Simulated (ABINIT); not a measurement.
**Li3SF (Pm-3m): third-order response**

Which lines does Li3SF (Pm-3m) show in Raman and infrared spectra?

Program: ABINIT 10.8.3. Level of theory: DFT LDA, scalar-relativistic, plane waves, PseudoDojo norm-conserving pseudopotentials. Results are calculated unless marked as measured.

The structure was built from a prototype and need not be the compound's stable phase.

## (1) The structure

It takes space group Pm-3m (No. 221, cubic). Conventional cell: a = 4.940 Å, b = 4.940 Å, c = 4.940 Å, α = 90.00°, β = 90.00°, γ = 90.00°. Nearest to F lie 12 Li at 3.49 Å. Nearest to S lie 6 Li at 2.47 Å. Nearest to Li lie 2 S at 2.47 Å. Farther neighbours and most contacts between anions are not listed.

Structure file:

```cif
data_structure
_symmetry_space_group_name_H-M 'P 1'
_symmetry_Int_Tables_number 1
_cell_length_a 4.9400
_cell_length_b 4.9400
_cell_length_c 4.9400
_cell_angle_alpha 90.000
_cell_angle_beta 90.000
_cell_angle_gamma 90.000
_cell_volume 120.55
loop_
_atom_site_label
_atom_site_type_symbol
_atom_site_fract_x
_atom_site_fract_y
_atom_site_fract_z
_atom_site_occupancy
F1 F 0.00000 0.00000 0.00000 1
S2 S 0.50000 0.50000 0.50000 1
Li3 Li 0.50000 0.50000 0.00000 1
Li4 Li 0.50000 0.00000 0.50000 1
Li5 Li 0.00000 0.50000 0.50000 1
```

## (2) A first look

A first run with smearing and empty bands tells whether the crystal has a gap, which decides between fixed occupations and smearing later on.

probe.abi

```
# ground state
tolvrs 1.0d-08
prtden 1
prtwf 1

# basis, mesh and filling
ecut 34.0
ngkpt 4 4 4
nshiftk 1
shiftk 0.0 0.0 0.0
istwfk *1
occopt 7
tsmear 0.005
nband 18
nstep 100
diemac 9.0
prtebands 0
prtgsr 0

# cell and atoms
acell 9.335247056 9.335247056 9.335247056
rprim 
    1.0 0.0 0.0
    0.0 1.0 0.0
    0.0 0.0 1.0
ntypat 3
znucl 9 16 3
natom 5
typat 1 2 3 3 3
xred 
    0.0 0.0 0.0
    0.5 0.5 0.5
    0.5 0.5 0.0
    0.5 0.0 0.5
    0.0 0.5 0.5
pp_dirpath "./pseudo"
pseudos "F.upf, S.upf, Li.upf"
```

Run with:

```sh
$ OMP_NUM_THREADS=1 mpirun -n 4 abinit probe.abi > probe.log
```

Numbers of over 12 decimals in the logs are rounded to 6 here.

probe.abo, the main output file:

```text
[banners, grids, parts of the stress and lines that vanish by symmetry left out]
- input  file    -> probe.abi
- output file    -> probe.abo
- root for input  files -> probei
[...]
Symmetries : space group Pm -3 m (#221); Bravais cP (primitive cubic)
[...]
mpw =        7809          nfft =      125000          nkpt =          10
[...]
== DATASET  1 ==================================================================
[...]
cutoff_energies: {ecut:  34.0, pawecutdg:  -1.0, }
[...]
ETOT  1  -56.832176077039    -5.683E+01 1.225E-01 5.019E+02
 ETOT  2  -56.704261708395     1.279E-01 1.999E-02 1.162E+03
 ETOT  3  -57.092278939621    -3.880E-01 6.539E-03 2.229E+02
 ETOT  4  -57.126135573209    -3.386E-02 2.781E-04 4.874E+01
 ETOT  5  -57.132271730207    -6.136E-03 1.737E-04 1.144E+01
[...]
ETOT 11  -57.134675786811    -2.674E-10 5.055E-05 1.559E-08
 ETOT 12  -57.134675786813    -1.890E-12 1.385E-05 6.684E-10
 At SCF step   12       vres2   =  6.68E-10 < tolvrs=  1.00E-08 =>converged.
[...]
sigma(1 1)=  2.14759860E-04  sigma(3 2)=  0.00000000E+00
  sigma(2 2)=  2.14759860E-04  sigma(3 1)=  0.00000000E+00
  sigma(3 3)=  2.14759860E-04  sigma(2 1)=  0.00000000E+00
[...]
convergence: {deltae: -1.890E-12, res2:  6.684E-10, residm:  1.385E-05, diffor: null, }
etotal    :  -5.71346758E+01
[...]
sigma(1 1)=  2.14759860E-04  sigma(3 2)=  0.00000000E+00
  sigma(2 2)=  2.14759860E-04  sigma(3 1)=  0.00000000E+00
  sigma(3 3)=  2.14759860E-04  sigma(2 1)=  0.00000000E+00
[...]
- sigma(1 1)=  6.31845322E+00  sigma(3 2)=  0.00000000E+00
- sigma(2 2)=  6.31845322E+00  sigma(3 1)=  0.00000000E+00
- sigma(3 3)=  6.31845322E+00  sigma(2 1)=  0.00000000E+00
[...]
fcart     -0.0000000000E+00 -0.0000000000E+00 -0.0000000000E+00
           strten      2.1475985967E-04  2.1475985967E-04  2.1475985967E-04
================================================================================

[key lines of the parts left out:]
pressure_GPa:  -6.3185E+00
```

Elapsed: 19 s, on 4 MPI ranks of Arm Neoverse V1, shared host.

Read from the output:

| Quantity | Value |
| --- | --- |
| volume per atom | 24.11 Å³ |
| pressure | -6.318 GPa |
| gap on the k-mesh | 2.950 eV |

A gap of 3.0 eV opens on this mesh, so the crystal is taken as an insulator; the printed pressure holds the stress of the finite basis too.

## (3) Rough relaxation

The typed start is rough, so a first relaxation with smearing and loose thresholds takes it towards rest cheaply.

prerelax.abi

```
# relaxation
ionmov 2
optcell 2
dilatmx 1.15
chkdilatmx 0
ntime 40
tolmxf 3.0d-04
tolvrs 1.0d-10
prtwf 0
prtden 0
chksymtnons 0

# basis, mesh and filling
ecut 34.0
ecutsm 3.0
ngkpt 4 4 4
nshiftk 1
shiftk 0.0 0.0 0.0
istwfk *1
occopt 7
tsmear 0.005
nband 18
nstep 100
diemac 9.0
prtebands 0
prtgsr 0

# cell and atoms
acell 9.335247056 9.335247056 9.335247056
rprim 
    1.0 0.0 0.0
    0.0 1.0 0.0
    0.0 0.0 1.0
ntypat 3
znucl 9 16 3
natom 5
typat 1 2 3 3 3
xred 
    0.0 0.0 0.0
    0.5 0.5 0.5
    0.5 0.5 0.0
    0.5 0.0 0.5
    0.0 0.5 0.5
pp_dirpath "./pseudo"
pseudos "F.upf, S.upf, Li.upf"
```

Run with:

```sh
$ OMP_NUM_THREADS=1 mpirun -n 4 abinit prerelax.abi > prerelax.log
```

prerelax.abo, the main output file:

```text
[banners, grids, parts of the stress and lines that vanish by symmetry left out]
- input  file    -> prerelax.abi
- output file    -> prerelax.abo
- root for input  files -> prerelaxi
[...]
Symmetries : space group Pm -3 m (#221); Bravais cP (primitive cubic)
[...]
mpw =       11808          nfft =      216000          nkpt =          10
[...]
== DATASET  1 ==================================================================
[...]
cutoff_energies: {ecut:  34.0, pawecutdg:  -1.0, }
[...]
ETOT  1  -56.832898247727    -5.683E+01 1.676E-01 8.393E+02
 ETOT  2  -56.744299253549     8.860E-02 8.258E-03 1.796E+03
 ETOT  3  -57.091735401624    -3.474E-01 6.102E-03 3.713E+02
 ETOT  4  -57.124856675046    -3.312E-02 5.269E-04 8.101E+01
 ETOT  5  -57.131226805928    -6.370E-03 2.549E-04 1.632E+01
[...]
At SCF step   13       vres2   =  1.55E-13 < tolvrs=  1.00E-10 =>converged.
[...]
ETOT 11  -57.164548545997    -1.862E-12 2.939E-08 1.452E-13
 At SCF step   11       vres2   =  1.45E-13 < tolvrs=  1.00E-10 =>converged.
[...]
sigma(1 1)= -1.96848888E-06  sigma(3 2)=  0.00000000E+00
  sigma(2 2)= -1.96848888E-06  sigma(3 1)=  0.00000000E+00
  sigma(3 3)= -1.96848888E-06  sigma(2 1)=  0.00000000E+00
[...]
convergence: {deltae: -1.862E-12, res2:  1.452E-13, residm:  2.939E-08, diffor: null, }
etotal    :  -5.71645485E+01
[...]
At Broyd/MD step   6, gradients are converged :
[...]
sigma(1 1)= -1.96848888E-06  sigma(3 2)=  0.00000000E+00
  sigma(2 2)= -1.96848888E-06  sigma(3 1)=  0.00000000E+00
  sigma(3 3)= -1.96848888E-06  sigma(2 1)=  0.00000000E+00
[...]
- sigma(1 1)= -5.79149424E-02  sigma(3 2)=  0.00000000E+00
- sigma(2 2)= -5.79149424E-02  sigma(3 1)=  0.00000000E+00
- sigma(3 3)= -5.79149424E-02  sigma(2 1)=  0.00000000E+00
[...]
fcart     -0.0000000000E+00 -0.0000000000E+00 -0.0000000000E+00
           strten     -1.9684888811E-06 -1.9684888811E-06 -1.9684888811E-06
================================================================================

[key lines of the parts left out:]
pressure_GPa:   5.7915E-02
Total energy (etotal) [Ha]= -5.71645485459973E+01
```

Run time: 2.7 min. Hardware: 4 MPI ranks.

Relaxation path:

```csv
step,energy less that of the first step (eV),largest force (eV/Å),volume (Å³)
1,0.0000,0.0000,120.55
2,-0.0741,0.0000,118.46
3,-0.4103,0.0000,68.40
4,-0.7967,0.0000,91.97
5,-0.8495,0.0000,86.20
6,-0.8523,0.0000,84.49
```

```csv
"conventional cell, symmetrised",before,after,change
a (Å),4.940,4.388,-11.2 %
b (Å),4.940,4.388,-11.2 %
c (Å),4.940,4.388,-11.2 %
volume (Å³/atom),24.11,16.90,-29.9 %
```

The relaxed structure:

```cif
data_structure
_symmetry_space_group_name_H-M 'P 1'
_symmetry_Int_Tables_number 1
_cell_length_a 4.3881
_cell_length_b 4.3881
_cell_length_c 4.3881
_cell_angle_alpha 90.000
_cell_angle_beta 90.000
_cell_angle_gamma 90.000
_cell_volume 84.49
loop_
_atom_site_label
_atom_site_type_symbol
_atom_site_fract_x
_atom_site_fract_y
_atom_site_fract_z
_atom_site_occupancy
F1 F 0.00000 0.00000 0.00000 1
S2 S 0.50000 0.50000 0.50000 1
Li3 Li 0.50000 0.50000 0.00000 1
Li4 Li 0.50000 0.00000 0.50000 1
Li5 Li 0.00000 0.50000 0.50000 1
```

Read from the output:

```yaml
volume_per_atom: 16.90 Å³
pressure: 0.05791 GPa
gap_on_the_k_mesh: 3.964 eV
```

The volume changes by -29.9 % in this run and stands -29.9 % from the first cell.

## (4) Rough relaxation

The cell changed much, so the rough relaxation is repeated on a basis made for the new cell.

Edit prerelax.abi of step 3 so:

```diff
@@ -28,3 +28,3 @@
 # cell and atoms
-acell 9.335247056 9.335247056 9.335247056
+acell 8.292261231 8.292261231 8.292261231
 rprim
```

prerelax.abo, the main output file:

```text
[banners, grids, parts of the stress and lines that vanish by symmetry left out]
- input  file    -> prerelax.abi
- output file    -> prerelax.abo
- root for input  files -> prerelaxi
[...]
Symmetries : space group Pm -3 m (#221); Bravais cP (primitive cubic)
[...]
mpw =        8260          nfft =      157464          nkpt =          10
[...]
== DATASET  1 ==================================================================
[...]
cutoff_energies: {ecut:  34.0, pawecutdg:  -1.0, }
[...]
ETOT  1  -56.981518992330    -5.698E+01 8.139E-02 5.925E+02
 ETOT  2  -56.894117735715     8.740E-02 9.131E-03 1.260E+03
 ETOT  3  -57.143325478814    -2.492E-01 1.291E-02 1.594E+02
 ETOT  4  -57.163265837802    -1.994E-02 2.571E-03 1.063E+01
 ETOT  5  -57.164278048991    -1.012E-03 1.013E-04 1.785E+00
[...]
ETOT 10  -57.164548575028    -5.492E-11 5.042E-05 7.456E-09
 ETOT 11  -57.164548575027     8.100E-13 2.308E-05 1.600E-11
 At SCF step   11       vres2   =  1.60E-11 < tolvrs=  1.00E-10 =>converged.
[...]
sigma(1 1)= -1.96865027E-06  sigma(3 2)=  0.00000000E+00
  sigma(2 2)= -1.96865027E-06  sigma(3 1)=  0.00000000E+00
  sigma(3 3)= -1.96865027E-06  sigma(2 1)=  0.00000000E+00
[...]
convergence: {deltae:  8.100E-13, res2:  1.600E-11, residm:  2.308E-05, diffor: null, }
etotal    :  -5.71645486E+01
[...]
At Broyd/MD step   1, gradients are converged :
[...]
sigma(1 1)= -1.96865027E-06  sigma(3 2)=  0.00000000E+00
  sigma(2 2)= -1.96865027E-06  sigma(3 1)=  0.00000000E+00
  sigma(3 3)= -1.96865027E-06  sigma(2 1)=  0.00000000E+00
[...]
- sigma(1 1)= -5.79196905E-02  sigma(3 2)=  0.00000000E+00
- sigma(2 2)= -5.79196905E-02  sigma(3 1)=  0.00000000E+00
- sigma(3 3)= -5.79196905E-02  sigma(2 1)=  0.00000000E+00
[...]
fcart     -0.0000000000E+00 -0.0000000000E+00 -0.0000000000E+00
           strten     -1.9686502652E-06 -1.9686502652E-06 -1.9686502652E-06
================================================================================

[key lines of the parts left out:]
pressure_GPa:   5.7920E-02
Total energy (etotal) [Ha]= -5.71645485750270E+01
```

Run time: 20 s. Hardware: 4 MPI ranks.

Little changed from the start: no atom moved by 0.005 Å and no cell edge by 0.1 %.

This step gave:

| Quantity | Value |
| --- | --- |
| pressure | 0.05792 GPa |

The volume changes by +0.0 % in this run and stands -29.9 % from the first cell.

## (5) Relaxation

The harmonic expansion needs vanishing forces, and a free crystal bears no stress, so cell and atoms are brought to rest. Stress is more sensitive to the basis than forces are: the last 3 Ha under the cutoff are smoothed with ecutsm, and the cutoff is raised above that of the later runs.

relax.abi, as its differences from prerelax.abi of step 4:

```diff
@@ -3,7 +3,6 @@
 optcell 2
-dilatmx 1.15
-chkdilatmx 0
+dilatmx 1.08
 ntime 40
-tolmxf 3.0d-04
-tolvrs 1.0d-10
+tolmxf 1.0d-05
+tolvrs 1.0d-14
 prtwf 0
@@ -13,3 +12,3 @@
 # basis, mesh and filling
-ecut 34.0
+ecut 42.0
 ecutsm 3.0
@@ -19,5 +18,4 @@
 istwfk *1
-occopt 7
-tsmear 0.005
-nband 18
+occopt 1
+nband 11
 nstep 100
```

Run with:

```sh
$ OMP_NUM_THREADS=1 mpirun -n 4 abinit relax.abi > relax.log
```

relax.abo, the main output file:

```text
[banners, grids, parts of the stress and lines that vanish by symmetry left out]
- input  file    -> relax.abi
- output file    -> relax.abo
- root for input  files -> relaxi
[...]
Symmetries : space group Pm -3 m (#221); Bravais cP (primitive cubic)
[...]
mpw =        9412          nfft =      157464          nkpt =          10
[...]
== DATASET  1 ==================================================================
[...]
cutoff_energies: {ecut:  42.0, pawecutdg:  -1.0, }
[...]
ETOT  1  -56.601510716376    -5.660E+01 1.550E-01 1.772E+03
 ETOT  2  -56.762792519247    -1.613E-01 1.005E-02 3.241E+03
 ETOT  3  -57.128410401979    -3.656E-01 3.349E-03 4.645E+02
 ETOT  4  -57.150699022667    -2.229E-02 3.130E-04 1.420E+02
 ETOT  5  -57.162527859331    -1.183E-02 8.602E-04 3.042E+01
[...]
At SCF step   16       vres2   =  1.30E-15 < tolvrs=  1.00E-14 =>converged.
[...]
sigma(1 1)= -1.94302243E-06  sigma(3 2)=  0.00000000E+00
  sigma(2 2)= -1.94302243E-06  sigma(3 1)=  0.00000000E+00
  sigma(3 3)= -1.94302243E-06  sigma(2 1)=  0.00000000E+00
[...]
convergence: {deltae: -2.842E-13, res2:  1.298E-15, residm:  5.971E-19, diffor: null, }
etotal    :  -5.71673816E+01
[...]
ETOT  1  -57.167380588229    -5.717E+01 4.082E-10 6.887E-03
[...]
At SCF step   10       vres2   =  7.19E-16 < tolvrs=  1.00E-14 =>converged.
[...]
sigma(1 1)= -1.75052086E-06  sigma(3 2)=  0.00000000E+00
  sigma(2 2)= -1.75052086E-06  sigma(3 1)=  0.00000000E+00
  sigma(3 3)= -1.75052086E-06  sigma(2 1)=  0.00000000E+00
[...]
convergence: {deltae: -2.132E-12, res2:  7.191E-16, residm:  2.217E-18, diffor: null, }
etotal    :  -5.71673818E+01
[...]
ETOT  1  -57.167280230632    -5.717E+01 1.006E-08 5.783E-01
[...]
ETOT 11  -57.167382601380     5.542E-12 1.619E-18 1.202E-14
 ETOT 12  -57.167382601383    -3.261E-12 1.682E-19 6.548E-16
 At SCF step   12       vres2   =  6.55E-16 < tolvrs=  1.00E-14 =>converged.
[...]
sigma(1 1)= -3.46415175E-09  sigma(3 2)=  0.00000000E+00
  sigma(2 2)= -3.46415175E-09  sigma(3 1)=  0.00000000E+00
  sigma(3 3)= -3.46415175E-09  sigma(2 1)=  0.00000000E+00
[...]
convergence: {deltae: -3.261E-12, res2:  6.548E-16, residm:  1.682E-19, diffor: null, }
etotal    :  -5.71673826E+01
[...]
At Broyd/MD step   3, gradients are converged :
[...]
sigma(1 1)= -3.46415175E-09  sigma(3 2)=  0.00000000E+00
  sigma(2 2)= -3.46415175E-09  sigma(3 1)=  0.00000000E+00
  sigma(3 3)= -3.46415175E-09  sigma(2 1)=  0.00000000E+00
[...]
- sigma(1 1)= -1.01918863E-04  sigma(3 2)=  0.00000000E+00
- sigma(2 2)= -1.01918863E-04  sigma(3 1)=  0.00000000E+00
- sigma(3 3)= -1.01918863E-04  sigma(2 1)=  0.00000000E+00
[...]
fcart     -0.0000000000E+00 -0.0000000000E+00 -0.0000000000E+00
           strten     -3.4641517547E-09 -3.4641517541E-09 -3.4641517521E-09
================================================================================

[key lines of the parts left out:]
pressure_GPa:   1.0192E-04
Total energy (etotal) [Ha]= -5.71673826013828E+01
```

Elapsed: 42 s, on 4 MPI ranks.

Little changed from the start: no atom moved by 0.005 Å and no cell edge by 0.1 %.

This step gave:

```
volume per atom : 16.93 Å³
pressure        : 1.02e-4 GPa
```

The volume changes by +0.2 % in this run and stands -29.8 % from the first cell.

## (6) Self-consistent run for the response

The response is built on these wavefunctions, so the potential is converged far more tightly than an energy would need. The mesh is shifted off Γ, since shifted meshes converge sums over the zone faster.

gs.abi

```
# ground state
tolvrs 1.0d-16
prtden 1
prtwf 1

# basis, mesh and filling
ecut 34.0
ngkpt 4 4 4
nshiftk 1
shiftk 0.5 0.5 0.5
istwfk *1
occopt 1
nband 11
nstep 100
diemac 9.0
prtebands 0
prtgsr 0

# cell and atoms
acell 8.297147831 8.297147831 8.297147831
rprim 
    1.0 0.0 0.0
    0.0 1.0 0.0
    0.0 0.0 1.0
ntypat 3
znucl 9 16 3
natom 5
typat 1 2 3 3 3
xred 
    0.0 0.0 0.0
    0.5 0.5 0.5
    0.5 0.5 0.0
    0.5 0.0 0.5
    0.0 0.5 0.5
pp_dirpath "./pseudo"
pseudos "F.upf, S.upf, Li.upf"
```

Run with:

```sh
$ OMP_NUM_THREADS=1 mpirun -n 4 abinit gs.abi > gs.log
```

gs.abo, the main output file:

```text
[banners, grids, parts of the stress and lines that vanish by symmetry left out]
- input  file    -> gs.abi
- output file    -> gs.abo
- root for input  files -> gsi
[...]
Symmetries : space group Pm -3 m (#221); Bravais cP (primitive cubic)
[...]
mpw =        5416          nfft =       91125          nkpt =           4
[...]
== DATASET  1 ==================================================================
[...]
cutoff_energies: {ecut:  34.0, pawecutdg:  -1.0, }
[...]
ETOT  1  -56.262505663079    -5.626E+01 1.307E-01 1.905E+03
 ETOT  2  -56.447908185742    -1.854E-01 8.921E-02 3.384E+03
 ETOT  3  -57.078603219183    -6.307E-01 1.505E-03 5.745E+02
 ETOT  4  -57.132703904813    -5.410E-02 3.162E-04 2.023E+02
 ETOT  5  -57.164118746729    -3.141E-02 3.761E-04 1.204E+01
[...]
ETOT 18  -57.166013308488    -7.176E-13 1.197E-20 1.168E-16
 ETOT 19  -57.166013308486     1.229E-12 7.150E-22 1.705E-18
 At SCF step   19       vres2   =  1.70E-18 < tolvrs=  1.00E-16 =>converged.
[...]
sigma(1 1)=  2.92439928E-05  sigma(3 2)=  0.00000000E+00
  sigma(2 2)=  2.92439928E-05  sigma(3 1)=  0.00000000E+00
  sigma(3 3)=  2.92439928E-05  sigma(2 1)=  0.00000000E+00
[...]
convergence: {deltae:  1.229E-12, res2:  1.705E-18, residm:  7.150E-22, diffor: null, }
etotal    :  -5.71660133E+01
[...]
sigma(1 1)=  2.92439928E-05  sigma(3 2)=  0.00000000E+00
  sigma(2 2)=  2.92439928E-05  sigma(3 1)=  0.00000000E+00
  sigma(3 3)=  2.92439928E-05  sigma(2 1)=  0.00000000E+00
[...]
- sigma(1 1)=  8.60387974E-01  sigma(3 2)=  0.00000000E+00
- sigma(2 2)=  8.60387974E-01  sigma(3 1)=  0.00000000E+00
- sigma(3 3)=  8.60387974E-01  sigma(2 1)=  0.00000000E+00
[...]
fcart     -0.0000000000E+00 -0.0000000000E+00 -0.0000000000E+00
           strten      2.9243992823E-05  2.9243992823E-05  2.9243992823E-05
================================================================================

[key lines of the parts left out:]
pressure_GPa:  -8.6039E-01
```

The job ended after 6.7 s (4 MPI ranks).

Numbers from this step:

| Property | Result |
| --- | --- |
| pressure | -0.8604 GPa |

The cell stands at -0.86 GPa: the relaxation ran with a smoothed and higher cutoff and on another k mesh.

## (7) Empty bands

Empty bands on the ground state's density check that the gap assumed so far is there in this cell.

gap.abi

```
# empty bands on the ground state's density
iscf -2
getden_filepath "gso_DEN"
tolwfr 1.0d-12
nbdbuf 2
prtwf 0

# basis, mesh and filling
ecut 34.0
ngkpt 4 4 4
nshiftk 1
shiftk 0.0 0.0 0.0
istwfk *1
occopt 1
nband 15
nstep 100
diemac 9.0
prtebands 0
prtgsr 0

# cell and atoms
acell 8.297147831 8.297147831 8.297147831
rprim 
    1.0 0.0 0.0
    0.0 1.0 0.0
    0.0 0.0 1.0
ntypat 3
znucl 9 16 3
natom 5
typat 1 2 3 3 3
xred 
    0.0 0.0 0.0
    0.5 0.5 0.5
    0.5 0.5 0.0
    0.5 0.0 0.5
    0.0 0.5 0.5
pp_dirpath "./pseudo"
pseudos "F.upf, S.upf, Li.upf"
```

Run with:

```sh
$ OMP_NUM_THREADS=1 mpirun -n 4 abinit gap.abi > gap.log
```

gap.abo, the main output file:

```text
[banners, grids, parts of the stress and lines that vanish by symmetry left out]
- input  file    -> gap.abi
- output file    -> gap.abo
- root for input  files -> gapi
[...]
Symmetries : space group Pm -3 m (#221); Bravais cP (primitive cubic)
[...]
mpw =        5452          nfft =       91125          nkpt =          10
[...]
== DATASET  1 ==================================================================
[...]
cutoff_energies: {ecut:  34.0, pawecutdg:  -1.0, }
[...]
-outvars: echo values of variables after computation
            acell      8.2971478310E+00  8.2971478310E+00  8.2971478310E+00 Bohr
================================================================================
```

Elapsed: 8 s, on 4 MPI ranks.

Numbers from this step:

- gap on the k-mesh: 3.959 eV

In this cell the gap on the mesh is 4.0 eV, indirect (smallest direct 4.0 eV), so fixed occupations hold.

(Continued in part 2 of 3.)

[Host names and launcher messages were left out of these logs when they were recorded.]

[Logs are printed without paths, hosts, clocks, repeated set-up lines and the standing remarks that a program may print on its own settings, such as how far it seeks lower states.]

[Hosts, paths, dates, database ids (printed as entryN), source tags and the programs' standing remarks are cut or masked in the printed files.]
